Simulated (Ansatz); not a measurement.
# W (Tungsten, Im-3m): phonons against volume, part 2 of 3

Wanted: mode Grüneisen parameters of W (Tungsten) and a free-energy fit over volumes.

Ansatz 0.2.0; DFT LDA, scalar-relativistic, plane waves, PAW; PAW set soft_1.

So far. Step 2 (A first coarse run): The start is under -8.2 GPa at this level and looks like a metal on this mesh. Step 5 (Tight relaxation): The residual pressure is -5.0e-4 GPa, small enough for phonons.

### 6. Lattice dynamics at this volume, V/V0 1

The same q-mesh and k-mesh are kept at every volume, so that much of their error can cancel in the differences.

Input file input.yaml:

```yaml
crystal:
  lattice:
    - [-1.567881172, 1.567881172, 1.567881172]
    - [1.567881172, -1.567881172, 1.567881172]
    - [1.567881172, 1.567881172, -1.567881172]
  atoms:
    - { symbol: W, position: [0.0, 0.0, 0.0] }
kpoints:
  mp_grid: { grid: [20, 20, 20] }
hamiltonian:
  xc: lda
  pseudopotentials: { kind: paw, azcp: { folder: soft_1 }, xc_functional: pbe }
scf:
  occupations: { method: methfessel_paxton, width: 0.2 }
  lower_state_search: "off"
output:
  eigenvalues: true
phonons:
  method: dfpt
  qmesh: [4, 4, 4]
  temperatures: { t_max: 1000, t_step: 50 }
  qpath:
    path:
      - [[0.0, 0.0, 0.0], [0.5, -0.5, 0.5], [0.0, 0.0, 0.5], [0.0, 0.0, 0.0], [0.25, 0.25, 0.25], [0.5, -0.5, 0.5]]
      - [[0.25, 0.25, 0.25], [0.0, 0.0, 0.5]]
    npoints: 10
```

Command:

```
ansatz run input.yaml --threads 8 --pin off --max-ram 16384MiB --backend cpu --events-out ev --progress --plain --runs-dir out
```

Numbers of over 12 decimals in the logs are rounded to 6 here.

The program printed:

```text
[...]
Crystal: 1 atoms, lattice volume = 15.417 Å³
Basis set: ecut = 420 eV, 321 PW (Γ), exchange–correlation on 40×40×40 points (8 copies of the dense FFT grid, shifted against one another)
Bands: 11, of which v1, the nominal top of the filled ones, is band 7 counted from 1 (6 counted from 0)
Symmetry: 48 space group operations
k-points: 256 of 8000
[...]
SCF iter   1: F=—  HF=-10130.892380 eV  |F-HF|=—  |Δ(HF+E_count)|=         —  Δρ=6.11e-2  dr2=4.74e-1  ethr=3.10e-3  ⟨swp⟩=5.0  Hψ=14629  notcnv=0
[...]
SCF iter   7: F=-10130.689502 eV  HF=-10130.689502 eV  |F-HF|=0.00e0  |Δ(HF+E_count)|=  1.15e-10  S|Δr|=    0.00e0  Δρ=1.05e-7  dr2=6.07e-13  ethr=1.00e-12  ⟨swp⟩=5.3  Hψ=10668  notcnv=0
the search or the solves at the SCF's close seem to have found levels that the self-consistency loop had missed (the run counts 1). By its estimate they hold under 1e-12 electrons; where the run keeps them, the occupations were computed again with them
SCF 1 converged in 7 iterations: F = -10130.689502 eV  dr2 = 6.07e-13
[...]
NSCF: frozen V_eff on 256 k-points
WARN: eigensolver did not converge in 2 slots of this pass, the one above among them; of largest residual over every band (k=165): 1 band(s) unlocked (lowest unlocked band 10, counted from 0; max residual 3.53e-5 eV among the unlocked bands, 3.53e-5 eV over every band); of lowest unlocked band (k=118): band 10
[...]
DFPT response loops at q = (0, 0, 0) (fractional): preconditioner auto → Kerker (q_TF=auto, 2.685 Å⁻¹) (partly filled bands, converged f_vac=0.000); β = 1.00, the filter's whole step (`scf.mixing.beta` (0.50) is not read by the response loops under this deck's `scf.mixing.preconditioner`; to damp them name `kerker` or `kerker_dos`, under which they read `scf.mixing.beta`, and type it under 1.00, their step now; both keys bind the ground state too); Broyden in place of MSR1
[...]
SCF converged after 7 iterations
[...]
Free energy (F): -10130.689502 eV
[...]
Internal energy: -10130.690613 eV  (E = F + TS)
E sigma→0 (E₀):  -10130.689780 eV
Entropy (-TS):   0.001110 eV (1.110 meV/atom)
Fermi energy:    22.835100 eV
[...]
--- Band table (eV; the first three rows and the last of 256) ---
  k-point 0: bands = [... 3 lower, -14.8308, 13.0271, 21.4568, 21.4568, 21.4568, 25.0194, 25.0194, 37.4397]
  k-point 1: bands = [... 3 lower, -14.8310, 13.1537, 21.3802, 21.4416, 21.5791, 24.8932, 25.0205, 37.5485]
  k-point 2: bands = [... 3 lower, -14.8317, 13.5213, 21.1652, 21.3768, 21.9424, 24.6053, 25.0287, 37.8352]
  k-point 255: bands = [... 3 lower, -15.8218, 16.7042, 16.7042, 28.1130, 28.1130, 28.1130, 31.3241, 31.3241]
--- Phonons (Γ-DFPT): 1 representative perturbation + reference (Σ response iterations 3) ---
  ASR residual: 6.060e-5 → 0.000e0 eV/Å²; symmetrization residual: 1.167e-12 eV/Å²
  ASR residual per site (eV/Å²): 6.06e-5
  Γ frequencies (cm⁻¹): 0.00 0.00 0.00
--- Phonons (arbitrary-q DFPT): 8 irreducible q on the 4×4×4 mesh ---
  q = [0.0000, 0.0000, 0.0000] (star 1, of the zone-centre solve; hermiticity 7.23e-9, symmetrization 1.56e-8): -0.00 -0.00 0.00
  q = [0.0000, 0.0000, 0.2500] (star 12, 2 solved perturbations in 6410 linear systems a pass and spin channel, the states on 4200 of 8000 k-point pairs; hermiticity 5.20e-14, symmetrization 5.36e-14): 101.10 101.81 166.41
[...]
q = [0.2500, 0.2500, 0.2500] (star 2, 1 solved perturbation on 1116 of 8000 k-point pairs; hermiticity 2.45e-14, symmetrization 1.03e-13): 182.24 182.24 182.24
[...]
sum rule: each row above includes the acoustic sum rule's correction from the zone centre's row sums; it moved no ω² by more than (0.30 cm⁻¹)²
  mesh force constants: q→R imaginary residual 0.00e0; ASR residual 6.060e-5 → 0.000e0 eV/Å²; symmetrization residual 1.066e-14 eV/Å²
  interpolated dispersion: 62 rows × 3 modes
  density of states and harmonic sums: on the 28×28×28 q-mesh, interpolated from the force constants of a 4×4×4 supercell (no non-analytic term)
  largest difference from the sums on the solved wave vectors: F 1.13e-2 eV, S 1.53e-5 and C_V 4.03e-6 eV/K
  zero-point energy: 0.030274 eV/cell   skipped modes (ω ≤ 0): 3   left out of the sums: 4.56e-5 of the cell's modes: C_V's classical limit lies that fraction below 3 k_B per atom; for a crystal, a wire or a layer, F and S can be off by more, and a phonons.interpolated_qmesh denser along its periods is the remedy for the sampling
```

The job ended after 68 s (8 threads of Arm Neoverse V1, shared host; peak memory 3.2 GiB).

This step gave:

```
Γ frequencies                            : 0, 0, 0 cm⁻¹ (negative: imaginary)
lowest frequency on the path             : 0 cm⁻¹
zero-point energy                        : 0.03027 eV/cell
highest frequency                        : 227.7 cm⁻¹
Debye temperature from the second moment : 310 K
```

No LO-TO term. Phonon branches along the path, in cm⁻¹:

```tsv
point	branch 1	branch 2	branch 3
Γ	0	0	0
halfway	138	138	199
H	189	189	189
halfway	158	178	210
N	140	149	228
halfway	101	102	166
Γ	0	0	0
halfway	132	132	175
P	182	182	182
halfway	162	194	194
H	189	189	189
jump to P	182	182	182
halfway	164	167	208
N	140	149	228
```

The phonon branches as a text plot (rows in cm⁻¹):

```
    223 |                  ****                                **
    213 |       **       **    *                              *
    204 |         *     *       *                            *
    194 |     **   * ***                     **   *******   *
    185 |          ******                   *  ***      ****
    176 |    *    *    * **                *  ** *     *   ***
    166 |        *      *        *           *    ** **      *
    157 |       *        * *              *         *         **
    147 |                 * ***             *                  **
    138 |   * **           *****  *                             *
    128 |                       *        * *
    119 |    *
    109 |                          *      *
    100 |  *                     *
     90 |   *                           *
     81 |                         *      *
     71 |                           *
     62 |  *                       *
     52 | *                             *
     43 |                           *  *
     33 | *                          *
     24 |                            * *
     14 |
      5 |*                            *
         Γ           H       N        Γ         P        H|P    N
```

The phonon density of states has structure finer than the step of the table below, so its rows give means over 10 cm⁻¹, whole bins alone (the curve runs from 1 to 229 cm⁻¹). Peaks (cm⁻¹: height): 159.0: 0.0427, 211.0: 0.0409.

Tetrahedra on 28 28 28, mean over bins of 2 cm⁻¹. Table of phonon density of states by wavenumber; means over each step:

wavenumber (cm⁻¹), phonon density of states (1/cm⁻¹/cell) and a bar:
```
       10     0.0000 
       20     0.0002 
       30     0.0004 
       40     0.0008 #
       50     0.0012 #
       60     0.0017 #
       70     0.0024 ##
       80     0.0033 ##
       90     0.0044 ###
      100     0.0058 ####
      110     0.0078 ######
      120     0.0107 ########
      130     0.0158 ############
      140     0.0276 #####################
      150     0.0383 #############################
      160     0.0395 ##############################
      170     0.0300 #######################
      180     0.0234 ##################
      190     0.0153 ############
      200     0.0253 ###################
      210     0.0333 #########################
      220     0.0118 #########
```

Harmonic. Thermo, by row:

```tsv
T (K)	F_vib (meV/atom)	S (J/mol-atom/K)	C_V (J/mol-atom/K)
0	30.27	0	0
50	30.02	2.032	5.873
100	27.08	9.649	16.06
150	20.09	17.09	20.32
200	9.59	23.23	22.18
250	-3.79	28.29	23.12
300	-19.59	32.56	23.66
350	-37.44	36.23	23.99
400	-57.06	39.45	24.21
450	-78.26	42.31	24.36
500	-100.9	44.88	24.47
550	-124.7	47.22	24.55
600	-149.8	49.36	24.61
650	-175.9	51.33	24.66
700	-202.9	53.16	24.7
750	-230.9	54.86	24.73
800	-259.8	56.46	24.76
850	-289.4	57.96	24.78
900	-319.9	59.38	24.8
950	-351	60.72	24.81
1000	-382.8	61.99	24.82
```

The modes, W has structure finer than the step of the table below, so its rows give means over 10 cm⁻¹, whole bins alone (the curve runs from -10 to 244 cm⁻¹). Peaks (cm⁻¹: height): 159.3: 0.0419, 210.4: 0.0373.

Phonopy on the run's constants, 21x21x21 mesh, Gaussian sigma 2.0 cm⁻¹. Table of modes, W by wavenumber; means over each step:

wavenumber (cm⁻¹), modes, W (1/cm⁻¹/cell) and a bar:
```
        0     0.0000 
       10     0.0000 
       20     0.0002 
       30     0.0004 
       40     0.0008 #
       50     0.0013 #
       60     0.0018 #
       70     0.0025 ##
       80     0.0030 ##
       90     0.0049 ####
      100     0.0056 ####
      110     0.0073 ######
      120     0.0111 #########
      130     0.0158 ############
      140     0.0276 #####################
      150     0.0382 #############################
      160     0.0391 ##############################
      170     0.0301 #######################
      180     0.0232 ##################
      190     0.0162 ############
      200     0.0251 ###################
      210     0.0321 #########################
      220     0.0123 #########
      230     0.0014 #
```

No mode is imaginary beyond numerical noise at the solved wavevectors.

### 7. A cell at another volume, V/V0 1.015

Symmetry fixes every atom, so a single point at the scaled cell gives the energy and pressure of this member.

input.yaml, the sections that differ from step 6:

```yaml
crystal:
  lattice:
    - [-1.5756817042, 1.5756817042, 1.5756817042]
    - [1.5756817042, -1.5756817042, 1.5756817042]
    - [1.5756817042, 1.5756817042, -1.5756817042]
  atoms:
    - { symbol: W, position: [0.0, 0.0, 0.0] }
output:
  forces: true
  stress: true
  eigenvalues: true
# kpoints, hamiltonian, scf: as in step 6
# phonons: removed
```

The program printed:

```text
[...]
Crystal: 1 atoms, lattice volume = 15.648 Å³
Basis set: ecut = 420 eV, 321 PW (Γ)
Bands: 11, of which v1, the nominal top of the filled ones, is band 7 counted from 1 (6 counted from 0)
Symmetry: 48 space group operations
[...]
k-points: 256 of 8000
[...]
SCF iter   1: F=—  HF=-10130.894092 eV  |F-HF|=—  |Δ(HF+E_count)|=         —  Δρ=6.12e-2  dr2=4.88e-1  ethr=3.10e-3  ⟨swp⟩=5.0  Hψ=14645  notcnv=0
[...]
SCF iter   6: F=-10130.685950 eV  HF=-10130.685950 eV  |F-HF|=1.02e-10  |Δ(HF+E_count)|=   1.98e-8  S|Δr|=    0.00e0  Δρ=1.17e-6  dr2=1.43e-10  ethr=3.34e-10  ⟨swp⟩=2.0  Hψ=8806  notcnv=0
SCF 1 converged in 6 iterations: F = -10130.685950 eV  dr2 = 1.43e-10
[...]
SCF converged after 6 iterations
[...]
Free energy (F): -10130.685950 eV
[...]
Internal energy: -10130.687159 eV  (E = F + TS)
E sigma→0 (E₀):  -10130.686252 eV
Entropy (-TS):   0.001208 eV (1.208 meV/atom)
Fermi energy:    22.446241 eV
[...]
--- Stress (GPa, compression-positive) ---
       -4.859678      -0.000000       0.000000
       -0.000000      -4.859678      -0.000000
       -0.000000      -0.000000      -4.859678
  P = ⅓ Tr σ = -4.8597 GPa (-48.597 kbar)
--- Band table (eV; the first three rows and the last of 256) ---
  k-point 0: bands = [... 3 lower, -15.2552, 12.7252, 21.1006, 21.1006, 21.1006, 24.6009, 24.6009, 37.0233]
  k-point 1: bands = [... 3 lower, -15.2554, 12.8494, 21.0257, 21.0857, 21.2203, 24.4783, 24.6021, 37.1294]
  k-point 2: bands = [... 3 lower, -15.2559, 13.2105, 20.8155, 21.0225, 21.5764, 24.1980, 24.6105, 37.4080]
  k-point 255: bands = [... 3 lower, -16.2013, 16.4437, 16.4437, 27.6200, 27.6200, 27.6200, 30.8166, 30.8166]
```

It took 0.59 s on 8 threads; peak memory 0.31 GiB; 2.9 s of CPU time.

This step gave:

* pressure: -4.860 GPa
* volume per atom: 15.65 Å³/atom

The run ends at a pressure of -4.86 GPa.

### 8. Lattice dynamics at this volume, V/V0 1.015

Phonons at this volume give one point of F(V, T); meshes stay fixed along the series.

Changes to input.yaml since step 7:

```diff
@@ -16,4 +16,11 @@
 output:
-  forces: true
-  stress: true
   eigenvalues: true
+phonons:
+  method: dfpt
+  qmesh: [4, 4, 4]
+  temperatures: { t_max: 1000, t_step: 50 }
+  qpath:
+    path:
+      - [[0.0, 0.0, 0.0], [0.5, -0.5, 0.5], [0.0, 0.0, 0.5], [0.0, 0.0, 0.0], [0.25, 0.25, 0.25], [0.5, -0.5, 0.5]]
+      - [[0.25, 0.25, 0.25], [0.0, 0.0, 0.5]]
+    npoints: 10
```

The program printed:

```text
[...]
Crystal: 1 atoms, lattice volume = 15.648 Å³
Basis set: ecut = 420 eV, 321 PW (Γ), exchange–correlation on 40×40×40 points (8 copies of the dense FFT grid, shifted against one another)
Bands: 11, of which v1, the nominal top of the filled ones, is band 7 counted from 1 (6 counted from 0)
Symmetry: 48 space group operations
k-points: 256 of 8000
[...]
k-point 255: bands = [... 3 lower, -16.2013, 16.4437, 16.4437, 27.6200, 27.6200, 27.6200, 30.8166, 30.8166]
[...]
ASR residual: 5.171e-5 → 0.000e0 eV/Å²; symmetrization residual: 3.790e-13 eV/Å²
  ASR residual per site (eV/Å²): 5.17e-5
  Γ frequencies (cm⁻¹): 0.00 0.00 0.00
--- Phonons (arbitrary-q DFPT): 8 irreducible q on the 4×4×4 mesh ---
[...]
interpolated dispersion: 62 rows × 3 modes
[...]
[key lines of the parts left out:]
SCF converged after 7 iterations
Free energy (F): -10130.685950 eV
Fermi energy:    22.446235 eV
```

The job ended after 66 s (8 threads; peak memory 3.3 GiB; 7.8 min of CPU time).

No LO-TO term. The phonon branches at the labelled points (cm⁻¹):

```tsv
point	branch 1	branch 2	branch 3
Γ	0	0	0
halfway	134	134	195
H	184	184	184
halfway	153	175	203
N	135	148	220
halfway	99	100	162
Γ	0	0	0
halfway	130	130	169
P	178	178	178
halfway	160	188	188
H	184	184	184
jump to P	178	178	178
halfway	162	162	201
N	135	148	220
```

The phonon branches as a text plot (rows in cm⁻¹):

```
    216 |                  *****                               **
    207 |       **       **                                   *
    197 |     **  *     *       *                            *
    188 |          * ***                     **   *******   *
    179 |          *******                  *  ***      ****
    170 |    *    *    *  *                *  *  *     *    **
    161 |        *      *        *           *    *****       *
    152 |       *        * ***            * *                 ***
    142 |   *             **  **                               *
    133 |     **            ***** *        *                    *
    124 |                       *        *
    115 |    *
    106 |                          *      *
     96 |  *                     *
     87 |   *                     *     *
     78 |                         *      *
     69 |                           *
     60 |  *                       *
     51 | *                             *
     41 |                           *  *
     32 | *                          *
     23 |                            * *
     14 |
      5 |*                            *
         Γ           H       N        Γ         P        H|P    N
```

No mode is imaginary beyond numerical noise at the solved wavevectors.

### 9. Single point at a scaled cell, V/V0 0.985

Symmetry fixes every atom, so a single point at the scaled cell gives the energy and pressure of this member.

input.yaml, the sections that differ from step 8:

```yaml
crystal:
  lattice:
    - [-1.5600022391, 1.5600022391, 1.5600022391]
    - [1.5600022391, -1.5600022391, 1.5600022391]
    - [1.5600022391, 1.5600022391, -1.5600022391]
  atoms:
    - { symbol: W, position: [0.0, 0.0, 0.0] }
output:
  forces: true
  stress: true
  eigenvalues: true
# kpoints, hamiltonian, scf: as in step 8
# phonons: removed
```

The program printed:

```text
[...]
Crystal: 1 atoms, lattice volume = 15.186 Å³
Basis set: ecut = 420 eV, 321 PW (Γ)
Bands: 11, of which v1, the nominal top of the filled ones, is band 7 counted from 1 (6 counted from 0)
Symmetry: 48 space group operations
[...]
k-points: 256 of 8000
[...]
--- Band table (eV; the first three rows and the last of 256) ---
  k-point 0: bands = [... 3 lower, -14.3942, 13.3394, 21.8229, 21.8229, 21.8229, 25.4494, 25.4494, 37.8669]
  k-point 1: bands = [... 3 lower, -14.3945, 13.4684, 21.7444, 21.8073, 21.9477, 25.3192, 25.4503, 37.9785]
  k-point 2: bands = [... 3 lower, -14.3952, 13.8427, 21.5244, 21.7410, 22.3185, 25.0235, 25.4582, 38.2736]
  k-point 255: bands = [... 3 lower, -15.4326, 16.9713, 16.9713, 28.6203, 28.6203, 28.6203, 31.8472, 31.8472]
[key lines of the parts left out:]
SCF converged after 6 iterations
Free energy (F): -10130.685767 eV
Fermi energy:    23.236867 eV
P = ⅓ Tr σ = 5.2428 GPa (52.428 kbar)
```

Elapsed: 0.59 s, on 8 threads; peak memory 0.31 GiB.

The run ends at a pressure of 5.24 GPa.

### 10. Lattice dynamics at this volume, V/V0 0.985

The same q-mesh and k-mesh are kept at every volume, so that much of their error can cancel in the differences.

Changes to input.yaml since step 9:

```diff
@@ -16,4 +16,11 @@
 output:
-  forces: true
-  stress: true
   eigenvalues: true
+phonons:
+  method: dfpt
+  qmesh: [4, 4, 4]
+  temperatures: { t_max: 1000, t_step: 50 }
+  qpath:
+    path:
+      - [[0.0, 0.0, 0.0], [0.5, -0.5, 0.5], [0.0, 0.0, 0.5], [0.0, 0.0, 0.0], [0.25, 0.25, 0.25], [0.5, -0.5, 0.5]]
+      - [[0.25, 0.25, 0.25], [0.0, 0.0, 0.5]]
+    npoints: 10
```

The program printed:

```text
[...]
Crystal: 1 atoms, lattice volume = 15.186 Å³
Basis set: ecut = 420 eV, 321 PW (Γ), exchange–correlation on 40×40×40 points (8 copies of the dense FFT grid, shifted against one another)
Bands: 11, of which v1, the nominal top of the filled ones, is band 7 counted from 1 (6 counted from 0)
Symmetry: 48 space group operations
k-points: 256 of 8000
[...]
k-point 255: bands = [... 3 lower, -15.4326, 16.9713, 16.9713, 28.6203, 28.6203, 28.6203, 31.8472, 31.8472]
[...]
ASR residual: 5.119e-5 → 0.000e0 eV/Å²; symmetrization residual: 6.063e-13 eV/Å²
  ASR residual per site (eV/Å²): 5.12e-5
  Γ frequencies (cm⁻¹): 0.00 0.00 0.00
--- Phonons (arbitrary-q DFPT): 8 irreducible q on the 4×4×4 mesh ---
[...]
interpolated dispersion: 62 rows × 3 modes
[...]
[key lines of the parts left out:]
SCF converged after 7 iterations
Free energy (F): -10130.685767 eV
Fermi energy:    23.236864 eV
```

It took 65 s on 8 threads; peak memory 3.2 GiB.

No LO-TO term. The phonon branches at the labelled points (cm⁻¹):

```tsv
point	branch 1	branch 2	branch 3
Γ	0	0	0
halfway	141	141	203
H	195	195	195
halfway	163	181	217
N	144	151	235
halfway	102	104	171
Γ	0	0	0
halfway	134	134	181
P	187	187	187
halfway	165	201	201
H	195	195	195
jump to P	187	187	187
halfway	167	171	214
N	144	151	235
```

The phonon branches as a text plot (rows in cm⁻¹):

```
    230 |                  ****                                **
    220 |       **       **    *                              *
    211 |         *     *       *                            *
    201 |     **   * ***                     **    *****    *
    191 |          ******                   *  ****     ****
    181 |    *    *    * *                 *  ** *     *   ***
    171 |        *      * *      *           *    *   *     **
    162 |       *        * *              *        ***        *
    152 |                 *****             *                  **
    142 |   * **            ****  *                             *
    132 |                       *        * *
    122 |    *
    113 |                          *      *
    103 |  *                     *
     93 |   *                           *
     83 |                         *      *
     73 |                           *
     64 |  *                       *
     54 | *                             *
     44 |                           *  *
     34 | *                          *
     24 |                            * *
     15 |
      5 |*                            *
         Γ           H       N        Γ         P        H|P    N
```

No mode is imaginary beyond numerical noise at the solved wavevectors.

(Continued in part 3 of 3.)

[Logs are printed without paths, hosts, clocks, repeated set-up lines and the standing remarks that a program may print on its own settings, such as how far it seeks lower states.]

[Hosts, paths, dates, database ids (printed as entryN), source tags and the programs' standing remarks are cut or masked in the printed files.]

[A step with changed settings may run another functional than the one named; its input shows which.]

[Of the runs on displaced cells, only some may be shown.]
